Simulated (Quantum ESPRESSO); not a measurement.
Records of electronic-structure calculations.

```json
{"subject": "Canted and collinear textures of SrMn2As2", "lattice_ang": [[4.0763, 0.0, 0.0], [-2.0382, 3.5302, 0.0], [0.0, 0.0, 7.3515]], "atoms": [["Sr", 0.0, 0.0, 0.0], ["Mn", 0.6667, 0.3333, 0.3877], ["Mn", 0.3333, 0.6667, 0.6123], ["As", 0.6667, 0.3333, 0.718], ["As", 0.3333, 0.6667, 0.282]], "method": "LDA; plane waves with GBRV 1.5 LDA potentials, no spin-orbit coupling (and 1 further level or step)", "program": "Quantum ESPRESSO 7.5", "settings_of_one_run": "GBRV 1.5 LDA, cutoff 462.59 eV, 5×5×3 k-mesh, 68 bands, fermi-dirac occupations, smearing width 0.1 eV, SCF threshold 1.00e-8, starting moments 0 3.5 3.5 0 0 μB", "cost": "4 runs, 8.5 min in all on 4 MPI ranks of Intel Xeon 6975P-C (Granite Rapids), shared host (the runs of this entry)", "notes": "Without spin–orbit coupling only the angles between moments matter. The cell holds only so many moments, so longer spirals cannot form in it.", "results": {"lowest_start": "random 1, random 2 and collinear alternating", "its_final_state": "antiferromagnetic", "its_moments": "3.12 μB", "its_net_moment": "0.00111 μB a cell"}}
```

[Logs and program files are shortened in this print: banners, set-up blocks, solver, clock and traceback lines can be left out without a mark of their own.]

[Logs are printed without paths, hosts, clocks, repeated set-up lines and the standing remarks that a program may print on its own settings, such as how far it seeks lower states.]

[Hosts, paths, dates, database ids (printed as entryN), source tags and the programs' standing remarks are cut or masked in the printed files.]

[Where a cell is said to come from a database of computed structures, the database is the Materials Project.]
